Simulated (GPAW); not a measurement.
## AlGaAs2 (R3m): G0W0 on several meshes in GPAW

Aim: the GW shift of AlGaAs2 (R3m) against the k mesh.

Program: GPAW 26.7.0. Level of theory: LDA and many-body steps on it, plane waves. Results are calculated unless marked as measured.

Report form: the programs' logs are mostly left out.

**1. Starting point**

The structure is trigonal, space group R3m (No. 160). Conventional cell: a = 4.011 Å, b = 4.011 Å, c = 19.638 Å, α = 90.00°, β = 90.00°, γ = 120.00°. Nearest to Al lie 4 As at 2.45 to 2.46 Å. Nearest to Ga lie 4 As at 2.46 Å. As has 1 Al at 2.46 Å and 3 Ga at 2.46 Å nearest. As has 3 Al at 2.45 Å and 1 Ga at 2.46 Å nearest. Farther neighbours are not listed.

Structure file:

```xyz
4
Lattice="2.0057 1.1580 6.5459 -2.0057 1.1580 6.5459 0.0000 -2.3159 6.5459" Properties=species:S:1:pos:R:3 pbc="T T T"
Al    0.0000    0.0000   19.6329
Ga    0.0000    0.0000    9.8213
As    0.0000    0.0000    2.4516
As    0.0000    0.0000   12.2788
```

The cell and positions are those that the Materials Project relaxed with its own functionals (PBE, PBE+U or r2SCAN), kept fixed.

**2. Empty states on the mesh, 4×4×4 mesh, 158 bands**

This step: GPAW 26.7.0; DFT, LDA, plane waves, PAW.

The sums over transitions need many empty states on a uniform mesh; this step solves for them.

The input, run.py:

```python
import json
import numpy as np
from gpaw.mpi import world
from gpaw import GPAW

calc = GPAW('gs.gpw').fixed_density(kpts={'size': (4, 4, 4), 'gamma': True},
    parallel={'domain': 1, 'band': 1},
    txt='nscf.txt')
calc.diagonalize_full_hamiltonian(nbands=158)
calc.write('full.gpw', mode='all')
res = {}
kpts = calc.get_ibz_k_points()
res['kpts'] = kpts
res['eigenvalues'] = [calc.get_eigenvalues(kpt=k) for k in range(len(kpts))]
res['n_electrons'] = calc.get_number_of_electrons()

if world.rank == 0:
    with open('result.json', 'w') as f:
        json.dump(res, f, default=lambda x: x.tolist())
```

Run with:

```bash
$ mpirun -n 4 gpaw python run.py
```

Wall time 54 s (4 MPI ranks of Arm Neoverse V1, shared host); peak memory 2.1 GiB.

Numbers from this step:

* gap: 0.7393 eV
* k of the valence top: 0, 0, 0
* k of the conduction bottom: 0, 0, 0
* least direct gap: 0.7393 eV
* k points computed: 13
* lowest point of the top converged band, above the valence top: 71.2130 eV

On this mesh the gap is 0.739 eV.

**3. 4×4×4**

Now the one-shot GW correction: screening in the RPA, then the self-energy of the levels asked for.

This step: G0W0 on LDA, plane waves, PAW.

The input, run.py:

```python
import json
import numpy as np
from gpaw.mpi import world
from gpaw.response.g0w0 import G0W0

gw = G0W0('full.gpw',
    filename='gw',
    kpts=[0],
    bands=(6, 10),
    ecut=48,
    nbands=68,
    integrate_gamma='WS',
    ppa=True)
gw.calculate()
res = {mode: {k: v for k, v in r.items() if k != 'sigma_eskwn'}
       for mode, r in gw.all_results.items()}

if world.rank == 0:
    with open('result.json', 'w') as f:
        json.dump(res, f, default=lambda x: x.tolist())
```

Run with:

```bash
$ mpirun -n 4 gpaw python run.py
```

The job ended after 79 s (4 MPI ranks; peak memory 1.6 GiB).

Numbers from this step:

- G0W0 gap on the points computed: 1.762 eV
- least direct G0W0 gap on the computed points: 1.762 eV
- Z at the valence top: 0.7877
- Z at the conduction bottom: 0.7955
- starting gap on the mesh: 0.7393 eV
- k of the valence top: 0, 0, 0
- k of the conduction bottom: 0, 0, 0

The gap on the mesh goes from 0.74 eV to 1.76 eV, a correction of +1.02 eV.

**4. Empty states on the mesh, 2×2×2 mesh, 78 bands**

This step: DFT, LDA, plane waves, PAW.

The input, run.py:

```python
import json
import numpy as np
from gpaw.mpi import world
from gpaw import GPAW

calc = GPAW('gs.gpw').fixed_density(kpts={'size': (2, 2, 2), 'gamma': True},
    nbands=91,
    convergence={'bands': 78},
    txt='nscf.txt')
calc.write('full.gpw', mode='all')
res = {}
kpts = calc.get_ibz_k_points()
res['kpts'] = kpts
res['eigenvalues'] = [calc.get_eigenvalues(kpt=k) for k in range(len(kpts))]
res['n_electrons'] = calc.get_number_of_electrons()

if world.rank == 0:
    with open('result.json', 'w') as f:
        json.dump(res, f, default=lambda x: x.tolist())
```

Run with:

```bash
$ mpirun -n 4 gpaw python run.py
```

It took 14 s on 4 MPI ranks; peak memory 0.86 GiB.

Numbers from this step:

```
gap                                                           : 0.7393 eV
k of the valence top                                          : 0, 0, 0
k of the conduction bottom                                    : 0, 0, 0
least direct gap                                              : 0.7393 eV
k points computed                                             : 4
lowest point of the top converged band, above the valence top : 40.26 eV
```

On this mesh the gap is 0.739 eV.

**5. 2×2×2**

This step: G0W0 on LDA, plane waves, PAW.

The input, run.py:

```python
import json
import numpy as np
from gpaw.mpi import world
from gpaw.response.g0w0 import G0W0

gw = G0W0('full.gpw',
    filename='gw',
    kpts=[0],
    bands=(6, 10),
    ecut=48,
    nbands=68,
    integrate_gamma='WS',
    ppa=True)
gw.calculate()
res = {mode: {k: v for k, v in r.items() if k != 'sigma_eskwn'}
       for mode, r in gw.all_results.items()}

if world.rank == 0:
    with open('result.json', 'w') as f:
        json.dump(res, f, default=lambda x: x.tolist())
```

Run with:

```bash
$ mpirun -n 4 gpaw python run.py
```

Wall time 8.7 s (4 MPI ranks); peak memory 1.2 GiB; 34 s of CPU time.

Numbers from this step:

```yaml
g0w0_gap_on_the_points_computed: 2.020 eV
least_direct_g0w0_gap_on_the_computed_points: 2.020 eV
z_at_the_valence_top: 0.7946
z_at_the_conduction_bottom: 0.8000
starting_gap_on_the_mesh: 0.7393 eV
k_of_the_valence_top: 0, 0, 0
k_of_the_conduction_bottom: 0, 0, 0
```

Against G0W0 in GPAW (4×4×4 mesh, 68 bands, screening to 48 eV, Godby-Needs plasmon pole), the gap moves by +0.258 eV.

**6. The runs together**

Times are wall times on 4 MPI ranks of Arm Neoverse V1, shared host, good to a factor of about two.

| run | mesh | bands | screening cutoff (eV) | DFT gap (eV) | gap on the mesh (eV) | direct (eV) | time |
| --- | --- | --- | --- | --- | --- | --- | --- |
| 4×4×4 | 4×4×4 | 68 | 48 | 0.739 | 1.762 | 1.762 | 79 s |
| 2×2×2 | 2×2×2 | 68 | 48 | 0.739 | 2.020 | 2.020 | 8.7 s |

**7. Outcome**

* 4×4×4: 1.762 eV
* 2×2×2: 2.020 eV
* known limits: not at the basis limit; no spin-orbit coupling; coarse k mesh

What this shows: 2×2×2: +0.258 eV against 4×4×4. Bands and cutoff are finite, so the gap is not at the basis limit. The miss can reach some tenths of an eV and take either sign; the mesh is an error of its own. These stock PAW sets were not made for GW; the filled d or f shell of As and Ga lies in the frozen core, which bears on start and correction. In the G0W0 runs levels were corrected at 1 k point alone, so a gap called «on the mesh» is the least over those, and an edge elsewhere would be missed. The many-body steps are scalar-relativistic: spin-orbit coupling is not in them.

[Paths, hosts, dates, memory and timing lines, banners, echoed tables and standing remarks are left out of the program output.]

[Logs are printed without paths, hosts, clocks, repeated set-up lines and the standing remarks that a program may print on its own settings, such as how far it seeks lower states.]

[Runs of the session that timed out or met a known fault of the program may be left out.]

[Hosts, paths, dates, database ids (printed as entryN), source tags and the programs' standing remarks are cut or masked in the printed files.]
